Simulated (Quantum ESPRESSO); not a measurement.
# Rb (Im-3m): from the cell to the phonon bands, part 3 of 3

How does Rb (Im-3m) vibrate, and is this structure a minimum?

Quantum ESPRESSO 7.5; DFT LDA, scalar-relativistic, plane waves, PseudoDojo norm-conserving pseudopotentials.

So far. Step 5 (Linear response on the mesh): The acoustic modes at Γ come out as far as 0.2 cm⁻¹ from zero, where they should vanish, a small numerical error. The relaxed cell has a = 5.374 Å (conventional setting).

The database entry behind the starting cell lists a temperature near 78 K, so it need not match the best structure at ambient conditions.

**7. Interpolated phonon bands (continued)**

Matdyn.x, sum rule simple. The phonon branches at the labelled points (cm⁻¹):

```tsv
point	branch 1	branch 2	branch 3
Γ	0	0	0
halfway	33	33	38
H	48	48	48
halfway	34	41	51
N	9	32	54
halfway	7	22	37
Γ	0	0	0
halfway	20	20	42
P	40	40	40
halfway	25	47	47
H	48	48	48
jump to P	40	40	40
halfway	23	36	50
N	9	32	54
```

The phonon branches as a text plot (rows in cm⁻¹):

```
     52 |                 *****                                **
     50 |              ***                                    *
     48 |          ****        *             *       ******  *
     46 |         **  **        *           * *    **    *  *
     44 |        **    **                      *  *
     41 |       **       *                 *     *      *  *
     39 |                                       *          **
     37 |      **       * *      *        *    *       *   * *
     35 |                * *                  *  *            *
     32 |     **            ***   *      *                  *  **
     30 |                      *             *        *
     28 |    **                 *                 *
     26 |                          *    *            *       *
     23 |    *            *      *          *      *
     21 |   *                              *        *
     19 |                  *      *                           *
     17 |   *                      *   *  *
     15 |  *                *                                  *
     12 |  *                        *    *
     10 |                    **         *                       *
      8 | *                    ***  *
      6 | *                       ** * *
      3 |                           **
      1 |*                           **
         Γ           H       N        Γ         P        H|P    N
```

Lowest modes at the softest wavevector of the mesh; phase exp(i q.(R + tau)). Modes at q = (0.000, 0.000, 0.250):

```tsv
mode	frequency (cm⁻¹)
1	6.8
2	22.5
3	36.9
```

Displacements in mode 1 (6.8 cm⁻¹), the largest set to 1, in the home cell:
```
Rb1 0.00 1.00 1.00
```

Displacements in mode 2 (22.5 cm⁻¹), the largest set to 1, in the home cell:
```
Rb1 1.00 0.00 0.00
```

Force constants by pair (phonopy on the run's constants); pairs near half the supercell's span include their periodic images. Pair force constants, by row:

```tsv
atom	neighbour	distance (Å)	third of the trace (eV/Å²)	along the pair's line (eV/Å²)
Rb1	itself	0	0.4057	–
Rb1	Rb	4.654	-0.046	-0.1558
Rb1	Rb	5.374	-0.0105	-0.0301
```

Harmonic mean-square displacement, third of the trace. Mean-square displacements:

```tsv
T (K)	Rb1 U_eq (Å²)
0	0.0074
100	0.06008
300	0.179
600	0.3577
```

Mode patterns, pair constants, displacements and means over the zone were worked out by phonopy from the force constants of q2r.x.

All branches are real along the path.

**8. Density of states**

Sums over the zone need many more wavevectors than were solved, so the interpolation is sampled on a dense mesh.

matdyn.in

```
&INPUT
  asr    = 'simple'
  flfrc  = 'x.fc'
  dos    = .true.
  fldos  = 'x.dos'
  nk1    = 12
  nk2    = 12
  nk3    = 12
  deltaE = 0.3
/
```

On the command line:

```
> matdyn.x -in matdyn.in > matdyn.out
```

What it wrote:

```text
[banner, memory and clock lines left out]
Program MATDYN v.7.5

 mass for atomic type   1 not given; uses mass from file x.fc
     Message from routine matdyn:
     Z* not found in file x.fc, TO-LO splitting at q=0 will be absent!

Note: The following floating-point exceptions are signalling: IEEE_UNDERFLOW_FLAG
```

The job ended after 0.67 s (1 thread of Arm Neoverse V1, shared host).

Numbers from this step:

* share of modes beyond 3i cm⁻¹ on the dense interpolated mesh: 0
* zero-point energy per atom: 6.24 meV
* heat capacity at 300 K: 24.88 J/(mol atoms K)
* vibrational entropy at 300 K: 72.69 J/(mol atoms K)

Tetrahedra. Phonon density of states against wavenumber; read off at these points:

```tsv
wavenumber (cm⁻¹)	phonon density of states (1/cm⁻¹/cell)
0.0	0
1.0	9.0e-5
2.0	3.6e-4
3.0	0.00156
4.0	0.00215
5.0	0.00262
6.0	0.0037
7.0	0.00591
8.0	0.00883
9.0	0.0132
10.0	0.0198
11.0	0.0282
12.0	0.0362
13.0	0.0454
14.0	0.0513
15.0	0.0545
16.0	0.0528
17.0	0.0569
18.0	0.0632
19.0	0.0699
20.0	0.0687
20.7	0.0746
21.0	0.0740
22.0	0.0667
23.0	0.0618
24.0	0.0595
25.0	0.0581
26.0	0.0560
27.0	0.0561
28.0	0.0554
29.0	0.0563
30.0	0.0603
31.0	0.0647
32.0	0.0737
33.0	0.0818
34.0	0.0808
35.0	0.0831
35.7	0.0858
36.0	0.0836
37.0	0.0751
38.0	0.0734
39.0	0.0753
40.0	0.0732
41.0	0.0615
42.0	0.0613
43.0	0.0616
44.0	0.0653
45.0	0.0568
46.0	0.0707
47.0	0.0854
48.0	0.120
49.0	0.178
49.5	0.190
50.0	0.142
51.0	0.0736
52.0	0.0440
53.0	0.00792
```

Harmonic thermodynamic functions per atom, summed over the density of states scaled to three modes an atom; melting is ignored. Thermodynamic functions:

```tsv
T (K)	F_vib (meV/atom)	S (J/mol-atom/K)	C_V (J/mol-atom/K)
0	6.24	0	0
50	-1	29.03	22.89
100	-20.77	45.53	24.4
200	-77.81	62.62	24.81
300	-148.3	72.69	24.88
400	-227.5	79.86	24.91
500	-313.3	85.42	24.92
600	-404.2	89.96	24.93
700	-499.5	93.8	24.93
800	-598.5	97.13	24.93
900	-700.7	100.1	24.94
1000	-805.8	102.7	24.94
```

At 300 K the heat capacity has reached 100 % of the Dulong-Petit value.

**9. The dispersion under another sum rule (asr no)**

The sum rule corrects the force constants themselves, so it can shift branches at any wavevector, low ones most.

matdyn.in

```
&INPUT
  asr              = 'no'
  flfrc            = 'x.fc'
  flfrq            = 'x.freq'
  flvec            = 'x.modes'
  q_in_band_form   = .true.
  q_in_cryst_coord = .true.
/
8
  0.0000000   0.0000000   0.0000000   8  ! GAMMA
  0.5000000   0.5000000  -0.5000000   8  ! H
  0.5000000  -0.0000000  -0.5000000   8  ! N
  0.0000000   0.0000000   0.0000000   8  ! GAMMA
  0.7500000   0.2500000  -0.2500000   8  ! P
  0.5000000   0.5000000  -0.5000000   1  ! H
  0.7500000   0.2500000  -0.2500000   8  ! P
  0.5000000  -0.0000000  -0.5000000   1  ! N
```

On the command line:

```
> matdyn.x -in matdyn.in > matdyn.out
```

What it wrote:

```text
[banner, memory and clock lines left out]
Program MATDYN v.7.5

 mass for atomic type   1 not given; uses mass from file x.fc
     Message from routine matdyn:
     Z* not found in file x.fc, TO-LO splitting at q=0 will be absent!
     Message from routine matdyn:
     Z* not found in file x.fc, TO-LO splitting at q=0 will be absent!

Note: The following floating-point exceptions are signalling: IEEE_UNDERFLOW_FLAG
```

Elapsed: 0.45 s, on 1 thread.

This step gave:

```
lowest frequency on the path : 0.1714 cm⁻¹
```

At the labelled points the branches move by no more than 0.3 cm⁻¹.

**10. Results**

```json
{"space group after relaxation": "Im-3m", "volume per atom": "77.6 Å³", "q mesh": "4×4×4", "lowest mode on the q mesh (acoustic ones at the zone centre apart)": "6.79 cm⁻¹", "zero-point energy per atom": "6.24 meV", "heat capacity at 300 K": "24.9 J/(mol atoms K)", "vibrational entropy at 300 K": "72.7 J/(mol atoms K)", "imaginary modes on the q mesh": "none"}
```

**Reading.** Rb (Im-3m) is dynamically stable on the 4×4×4 mesh; its spectrum reaches 54 cm⁻¹. These are harmonic frequencies at zero temperature: anharmonic shifts and linewidths and thermal expansion are left out. In a metal the frequencies hang on the k mesh and the smearing, most of all near Kohn anomalies.

[Host names and launcher messages were left out of these logs when they were recorded.]

[Logs are printed without paths, hosts, clocks, repeated set-up lines and the standing remarks that a program may print on its own settings, such as how far it seeks lower states.]

[Hosts, paths, dates, database ids (printed as entryN), source tags and the programs' standing remarks are cut or masked in the printed files.]
